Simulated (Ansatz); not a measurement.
## Ge wire along [100], 69 atoms a period, H-terminated: bands by functional

What gap, if any, does the Ge wire along [100], 69 atoms a period, H-terminated have, and how does it change with the functional?

Method: DFT PBE, plane waves, PAW; relaxation of a wire's period; PAW set soft_1, in the first sound run; inputs show where later runs differ, in Ansatz 0.2.0.

### Step 1. The starting structure

The cell holds 105 atoms: 69 Ge and 36 H. Its edges and angles: a = 25.881 Å, b = 25.881 Å, c = 5.760 Å, α = 90.0°, β = 90.0°, γ = 90.0°. Vacuum lies along a and b. The structure's axis is c.

### Step 2. Relaxing the period

Band widths follow the bond lengths, so the wire is relaxed first. The atoms and the third cell vector are free; the box across stays fixed as vacuum. A Fermi-Dirac smearing is set since the result may be a metal. The pressure printed is a third of the stress's trace over the whole box, vacuum included; only the stress along the axis is relaxed.

input.yaml

```yaml
crystal:
  lattice:
    - [25.881, 0.0, 0.0]
    - [0.0, 25.881, 0.0]
    - [0.0, 0.0, 5.76]
  atoms:
    - { symbol: Ge, position: [0.166170798, 0.388727886, 0.0] }
    - { symbol: Ge, position: [0.166170798, 0.611284974, 0.0] }
    - { symbol: Ge, position: [0.277449342, 0.277449342, 0.0] }
    - { symbol: Ge, position: [0.277449342, 0.50000643, 0.0] }
    - { symbol: Ge, position: [0.277449342, 0.722563518, 0.0] }
    - { symbol: Ge, position: [0.388727886, 0.166170798, 0.0] }
    - { symbol: Ge, position: [0.388727886, 0.388727886, 0.0] }
    - { symbol: Ge, position: [0.388727886, 0.611284974, 0.0] }
    - { symbol: Ge, position: [0.388727886, 0.833842063, 0.0] }
    - { symbol: Ge, position: [0.50000643, 0.277449342, 0.0] }
    - { symbol: Ge, position: [0.50000643, 0.50000643, 0.0] }
    - { symbol: Ge, position: [0.50000643, 0.722563518, 0.0] }
    - { symbol: Ge, position: [0.611284974, 0.166170798, 0.0] }
    - { symbol: Ge, position: [0.611284974, 0.388727886, 0.0] }
    - { symbol: Ge, position: [0.611284974, 0.611284974, 0.0] }
    - { symbol: Ge, position: [0.611284974, 0.833842063, 0.0] }
    - { symbol: Ge, position: [0.722563518, 0.277449342, 0.0] }
    - { symbol: Ge, position: [0.722563518, 0.50000643, 0.0] }
    - { symbol: Ge, position: [0.722563518, 0.722563518, 0.0] }
    - { symbol: Ge, position: [0.833842063, 0.388727886, 0.0] }
    - { symbol: Ge, position: [0.833842063, 0.611284974, 0.0] }
    - { symbol: H, position: [0.131370503, 0.353927592, 0.156365698] }
    - { symbol: H, position: [0.131370503, 0.57648468, 0.156365698] }
    - { symbol: H, position: [0.242649048, 0.242649048, 0.156365698] }
    - { symbol: H, position: [0.353927592, 0.131370503, 0.156365698] }
    - { symbol: H, position: [0.423528181, 0.868642357, 0.156365698] }
    - { symbol: H, position: [0.57648468, 0.131370503, 0.156365698] }
    - { symbol: H, position: [0.646085269, 0.868642357, 0.156365698] }
    - { symbol: H, position: [0.757363813, 0.757363813, 0.156365698] }
    - { symbol: H, position: [0.868642357, 0.423528181, 0.156365698] }
[... 69 atom lines left out ...]
    - { symbol: H, position: [0.423528181, 0.131370503, 0.843634302] }
    - { symbol: H, position: [0.57648468, 0.868642357, 0.843634302] }
    - { symbol: H, position: [0.646085269, 0.131370503, 0.843634302] }
    - { symbol: H, position: [0.757363813, 0.242649048, 0.843634302] }
    - { symbol: H, position: [0.868642357, 0.353927592, 0.843634302] }
    - { symbol: H, position: [0.868642357, 0.57648468, 0.843634302] }
kpoints:
  mp_grid: { grid: [1, 1, 14] }
scf:
  occupations: { method: fermi_dirac, width: 0.05 }
hamiltonian:
  xc: pbe
  pseudopotentials: { kind: paw, azcp: { folder: soft_1 } }
relax:
  cell: { fix: [a, b, alpha, beta, gamma] }
  max_steps: 45
  f_tol: 0.03
```

Launch:

```bash
$ ansatz run input.yaml --threads 16 --pin off --max-ram 61440MiB --backend cuda --events-out ev --progress --plain --runs-dir out --max-vram 78GiB
```

Numbers of over 12 decimals in the logs are rounded to 6 here.

The log of the run:

```text
Engine: ansatz 0.2.0, aarch64-unknown-linux-gnu
Pseudopotentials: kind: paw
Pseudopotential: Ge, paw, valence charge 14, recommended cutoff 420 eV (normal), soft_1/Ge.paw.azcp
Pseudopotential: H, paw, valence charge 1, recommended cutoff 420 eV (normal), soft_1/H.paw.azcp
Functional definition: PBE
  parameter kappa = 0.804
  parameter beta = 0.066725
  exchange = pbe_x(kappa = kappa, mu = beta*pi^2/3)
  correlation = pbe_c(beta = beta)
[...]
Crystal: 105 atoms, lattice volume = 3858.199 Å³
Basis set: ecut = 420 eV, 75455 PW (Γ), exchange–correlation on 360×360×80 points (8 copies of the dense FFT grid, shifted against one another)
Bands: 606, of which v1, the nominal top of the filled ones, is band 501 counted from 1 (500 counted from 0)
Symmetry: 8 space group operations
Space group: P-42m (ITA 111), of the structure as read, at distance tolerance 1.6e-4 Å
k-points: 8 of 14
Non-local potential: Ge, projectors of the file, l = 0: 2, l = 1: 2, l = 2: 3, l = 3: 1
Non-local potential: H, projectors of the file, l = 0: 2, l = 1: 1
PAW form: soft (Blöchl's): semilocal exchange-correlation on the pseudo side does not see the compensation charge
PAW one-centre angular grid: Ge, 590 points (default); XC on 64 Gauss nodes
PAW one-centre angular grid: H, 110 points (default); XC on 64 Gauss nodes
Initial density: superposition of atomic densities (neutral atoms: chi_scale 0, normalization atom)
Initial wavefunctions: pseudopotential atomic-orbital guess
[...]
Functional: x = pbe(κ = 0.804, μ = 0.219515), c = pbe(β = 0.066725)
SCF iter   1: F=—  HF=-296925.299483 eV  |F-HF|=—  |Δ(HF+E_count)|=         —  Δρ=3.46e-2  dr2=3.88e1  ethr=3.10e-3  ⟨swp⟩=6.0  Hψ=23475  notcnv=0  defer=157
preconditioner: auto → Resta (q_TF=auto, 2.179 Å⁻¹)  ε∞=1.8  [insulator: Δε(μ)=1.054 eV  Ē_g=21.754 eV  σ=0.050 eV  W_gap=1.00  n_scr=618 (ndim 8)  ℏωp=18.9 eV  f_vac=0.468  D(μ)=0.00/eV (n_scr^D=0)  ε∞_Penn≈1.8  vacuum switching on, ρ_ref=3.4e-2 e/Å³]
SCF iter   2: F=—  HF=-296918.222044 eV  |F-HF|=—  |Δ(HF+E_count)|=    7.08e0  Δρ=1.61e-2  dr2=1.16e1  ethr=3.10e-3  ⟨swp⟩=2.0  Hψ=6420  notcnv=0  defer=716
[...]
SCF iter  12: F=-296916.171772 eV  HF=-296916.171772 eV  |F-HF|=5.30e-9  |Δ(HF+E_count)|=   1.67e-7  Δρ=8.10e-7  dr2=1.62e-8  ethr=9.98e-12  ⟨swp⟩=4.0  Hψ=13941  notcnv=0
SCF 1 converged in 12 iterations: F = -296916.171772 eV  dr2 = 1.62e-8
  greatest PAW one-centre occupation: 0.998 electrons in one spin orbital (limit 2), on the Ge atom at site 55 (counted from 0), in its partial waves of l = 2
relax step   1: F+E_penalty+E_count = -296916.17177204 eV  Δ(F+E_penalty+E_count) = +0.000e0 eV  max|allowed force component| = 2.909e-1 eV/Å  Δτ_max = 0.0000 Å  P = -0.262 GPa  Ω = 3858.199 Å³  fix = [a, b, alpha, beta, gamma]  reactions: a -0.327, b -0.327 GPa  (12 SCF iters, dr2 threshold 1.00e-7 eV, accepted)
[...]
Crystal: 105 atoms, lattice volume = 3877.497 Å³
Basis set: ecut = 420 eV, 75863 PW (Γ), exchange–correlation on 360×360×80 points (8 copies of the dense FFT grid, shifted against one another)
[...]
iter 1 solved again at ethr=9.91e-5 eV; its pass at ethr=3.10e-3 eV (dr2=9.93e-1 eV) is discarded
SCF iter   1: F=—  HF=-296916.964160 eV  |F-HF|=—  |Δ(HF+E_count)|=         —  Δρ=7.17e-3  dr2=1.00e0  ethr=9.91e-5  ⟨swp⟩=7.4  Hψ=24259  notcnv=0  defer=5
preconditioner: auto → Resta (q_TF=auto, 2.177 Å⁻¹)  ε∞=1.7  [insulator: Δε(μ)=1.276 eV  Ē_g=21.798 eV  σ=0.050 eV  W_gap=1.00  n_scr=620 (ndim 8)  ℏωp=18.9 eV  f_vac=0.502  D(μ)=0.00/eV (n_scr^D=0)  ε∞_Penn≈1.7  vacuum switching on, ρ_ref=3.4e-2 e/Å³]
SCF iter   2: F=—  HF=-296916.840825 eV  |F-HF|=—  |Δ(HF+E_count)|=   1.23e-1  Δρ=3.50e-3  dr2=2.54e-1  ethr=9.91e-5  ⟨swp⟩=4.0  Hψ=6872  notcnv=0  defer=160
[...]
SCF iter   8: F=-296916.823514 eV  HF=-296916.823516 eV  |F-HF|=2.28e-6  |Δ(HF+E_count)|=   5.38e-6  Δρ=4.89e-6  dr2=3.28e-6  ethr=5.28e-10  ⟨swp⟩=4.1  Hψ=13929  notcnv=0
SCF 2 converged in 8 iterations: F = -296916.823514 eV  dr2 = 3.28e-6
  greatest PAW one-centre occupation: 0.998 electrons in one spin orbital (limit 2), on the Ge atom at site 70 (counted from 0), in its partial waves of l = 2
relax step   2: F+E_penalty+E_count = -296916.82351374 eV  Δ(F+E_penalty+E_count) = -6.517e-1 eV  max|allowed force component| = 1.569e-1 eV/Å  Δτ_max = 0.1948 Å  P = -0.161 GPa  Ω = 3877.497 Å³  energy of the carried Pulay correction = -3.209e-3 eV  fix = [a, b, alpha, beta, gamma]  reactions: a -0.159, b -0.159 GPa  (8 SCF iters, dr2 threshold 5.29e-6 eV, accepted)
[...]
relax step   3: F+E_penalty+E_count = -296916.99736673 eV  Δ(F+E_penalty+E_count) = -1.739e-1 eV  max|allowed force component| = 1.127e-1 eV/Å  Δτ_max = 0.0942 Å  P = -0.062 GPa  Ω = 3873.882 Å³  energy of the carried Pulay correction = -2.609e-3 eV  fix = [a, b, alpha, beta, gamma]  reactions: a -0.064, b -0.064 GPa  (8 SCF iters, dr2 threshold 1.54e-6 eV, accepted)
[...]
relax step   4: F+E_penalty+E_count = -296917.21216452 eV  Δ(F+E_penalty+E_count) = -2.148e-1 eV  max|allowed force component| = 1.312e-1 eV/Å  Δτ_max = 0.1939 Å  P = -0.015 GPa  Ω = 3869.460 Å³  energy of the carried Pulay correction = -1.875e-3 eV  fix = [a, b, alpha, beta, gamma]  reactions: a -0.008, b -0.008 GPa  (9 SCF iters, dr2 threshold 7.94e-7 eV, accepted)
[...]
relax step   5: F+E_penalty+E_count = -296917.30502129 eV  Δ(F+E_penalty+E_count) = -9.286e-2 eV  max|allowed force component| = 8.155e-2 eV/Å  Δτ_max = 0.2000 Å  P = -0.014 GPa  Ω = 3871.528 Å³  energy of the carried Pulay correction = -2.218e-3 eV  fix = [a, b, alpha, beta, gamma]  reactions: a -0.010, b -0.010 GPa  (9 SCF iters, dr2 threshold 1.08e-6 eV, accepted)
[...]
relax step   6: F+E_penalty+E_count = -296917.33419353 eV  Δ(F+E_penalty+E_count) = -2.917e-2 eV  max|allowed force component| = 2.947e-2 eV/Å  Δτ_max = 0.0687 Å  P = -0.007 GPa  Ω = 3868.594 Å³  energy of the carried Pulay correction = -1.731e-3 eV  fix = [a, b, alpha, beta, gamma]  reactions: a -0.006, b -0.006 GPa  (8 SCF iters, dr2 threshold 4.16e-7 eV, accepted)
[...]
relax step   7: F+E_penalty+E_count = -296917.33616693 eV  Δ(F+E_penalty+E_count) = -1.973e-3 eV  max|allowed force component| = 2.939e-2 eV/Å  Δτ_max = 0.0000 Å  P = -0.006 GPa  Ω = 3868.594 Å³  fix = [a, b, alpha, beta, gamma]  reactions: a -0.006, b -0.006 GPa  stress off target by 7.21e-3 GPa on what of the cell is left free  SCF on the basis re-selected at this cell (its energy is not comparable with the rows above)  (8 SCF iters)
[...]
- { symbol: Ge, position: [0.777430, 0.555576, 0.252321] }
    - { symbol: H, position: [0.132788, 0.533892, 0.347446] }
    - { symbol: H, position: [0.466108, 0.867212, 0.347446] }
    - { symbol: H, position: [0.533892, 0.132788, 0.347446] }
    - { symbol: H, position: [0.867212, 0.466108, 0.347446] }
    - { symbol: H, position: [0.188927, 0.700887, 0.394430] }
    - { symbol: H, position: [0.299113, 0.811073, 0.394430] }
    - { symbol: H, position: [0.700887, 0.188927, 0.394430] }
    - { symbol: H, position: [0.811073, 0.299113, 0.394430] }
    - { symbol: Ge, position: [0.168357, 0.5, 0.500000] }
    - { symbol: Ge, position: [0.277880, 0.389525, 0.503199] }
    - { symbol: Ge, position: [0.277880, 0.610475, 0.496801] }
    - { symbol: Ge, position: [0.389525, 0.277880, 0.503199] }
    - { symbol: Ge, position: [0.388809, 0.5, 0.500000] }
    - { symbol: Ge, position: [0.389525, 0.722120, 0.496801] }
    - { symbol: Ge, position: [0.5, 0.168357, 0.500000] }
    - { symbol: Ge, position: [0.5, 0.388809, 0.500000] }
    - { symbol: Ge, position: [0.5, 0.611191, 0.500000] }
    - { symbol: Ge, position: [0.5, 0.831643, 0.500000] }
    - { symbol: Ge, position: [0.610475, 0.277880, 0.496801] }
    - { symbol: Ge, position: [0.611191, 0.5, 0.500000] }
    - { symbol: Ge, position: [0.610475, 0.722120, 0.503199] }
    - { symbol: Ge, position: [0.722120, 0.389525, 0.496801] }
    - { symbol: Ge, position: [0.722120, 0.610475, 0.503199] }
    - { symbol: Ge, position: [0.831643, 0.5, 0.500000] }
    - { symbol: H, position: [0.188927, 0.299113, 0.605570] }
    - { symbol: H, position: [0.299113, 0.188927, 0.605570] }
    - { symbol: H, position: [0.700887, 0.811073, 0.605570] }
    - { symbol: H, position: [0.811073, 0.700887, 0.605570] }
    - { symbol: H, position: [0.132788, 0.466108, 0.652554] }
    - { symbol: H, position: [0.466108, 0.132788, 0.652554] }
    - { symbol: H, position: [0.533892, 0.867212, 0.652554] }
    - { symbol: H, position: [0.867212, 0.533892, 0.652554] }
    - { symbol: Ge, position: [0.223558, 0.334801, 0.757001] }
    - { symbol: Ge, position: [0.222570, 0.555576, 0.747679] }
    - { symbol: Ge, position: [0.334801, 0.223558, 0.757001] }
    - { symbol: Ge, position: [0.333483, 0.444520, 0.752114] }
    - { symbol: Ge, position: [0.333369, 0.666631, 0.745194] }
    - { symbol: Ge, position: [0.444520, 0.333483, 0.752114] }
    - { symbol: Ge, position: [0.444492, 0.555508, 0.749084] }
    - { symbol: Ge, position: [0.444424, 0.777430, 0.747679] }
    - { symbol: Ge, position: [0.555576, 0.222570, 0.747679] }
    - { symbol: Ge, position: [0.555508, 0.444492, 0.749084] }
    - { symbol: Ge, position: [0.555480, 0.666517, 0.752114] }
    - { symbol: Ge, position: [0.666631, 0.333369, 0.745194] }
    - { symbol: Ge, position: [0.666517, 0.555480, 0.752114] }
    - { symbol: Ge, position: [0.665199, 0.776442, 0.757001] }
    - { symbol: Ge, position: [0.777430, 0.444424, 0.747679] }
    - { symbol: Ge, position: [0.776442, 0.665199, 0.757001] }
    - { symbol: H, position: [0.121905, 0.408276, 0.920528] }
    - { symbol: H, position: [0.148565, 0.657815, 0.789121] }
    - { symbol: H, position: [0.244501, 0.755499, 0.851991] }
    - { symbol: H, position: [0.342185, 0.851435, 0.789121] }
    - { symbol: H, position: [0.408276, 0.121905, 0.920528] }
    - { symbol: H, position: [0.591724, 0.878095, 0.920528] }
    - { symbol: H, position: [0.657815, 0.148565, 0.789121] }
    - { symbol: H, position: [0.755499, 0.244501, 0.851991] }
    - { symbol: H, position: [0.851435, 0.342185, 0.789121] }
    - { symbol: H, position: [0.878095, 0.591724, 0.920528] }
```

Elapsed: 46 s, on 1 × NVIDIA GB200 with 16 threads of Arm Neoverse V2, shared host; peak memory 2.2 GiB.

The steps of the relaxation:

```csv
step,energy less that of the first step (eV),largest force component (eV/Å),pressure (GPa),volume (Å³)
1,0.0000,0.2909,-0.26,3858.20
2,-0.6517,0.1569,-0.16,3877.50
3,-0.8256,0.1127,-0.06,3873.88
4,-1.0404,0.1312,-0.01,3869.46
5,-1.1332,0.0816,-0.01,3871.53
6,-1.1624,0.0295,-0.01,3868.59
7,-1.1644,0.0294,-0.01,3868.59
```

The run keeps the 8 symmetry operations that it works with, so distortions that break them were not tested.

```csv
cell as run,before,after,change
c (Å),5.760,5.776,+0.3 %
```

The atoms that moved most (Å, along periodic axes as changes of fractional coordinates times the final cell, across vacuum about the mean position):

```csv
atom,dx,dy,dz,length
H26,-0.395,0.245,-0.444,0.643
H30,0.245,-0.395,-0.444,0.643
H100,-0.395,-0.245,0.444,0.643
H96,-0.245,-0.395,0.444,0.643
H105,0.245,0.395,0.444,0.643
H101,0.395,0.245,0.444,0.643
H23,-0.245,0.395,-0.444,0.643
H27,0.395,-0.245,-0.444,0.643
```

This step gave:

```yaml
cell_length_along_the_wire: 5.776 Å
```

The cell's length comes to 5.776 Å with spin left out.

[end of part 1 of 2]

[Logs are printed without paths, hosts, clocks, repeated set-up lines and the standing remarks that a program may print on its own settings, such as how far it seeks lower states.]

[Hosts, paths, dates, database ids (printed as entryN), source tags and the programs' standing remarks are cut or masked in the printed files.]
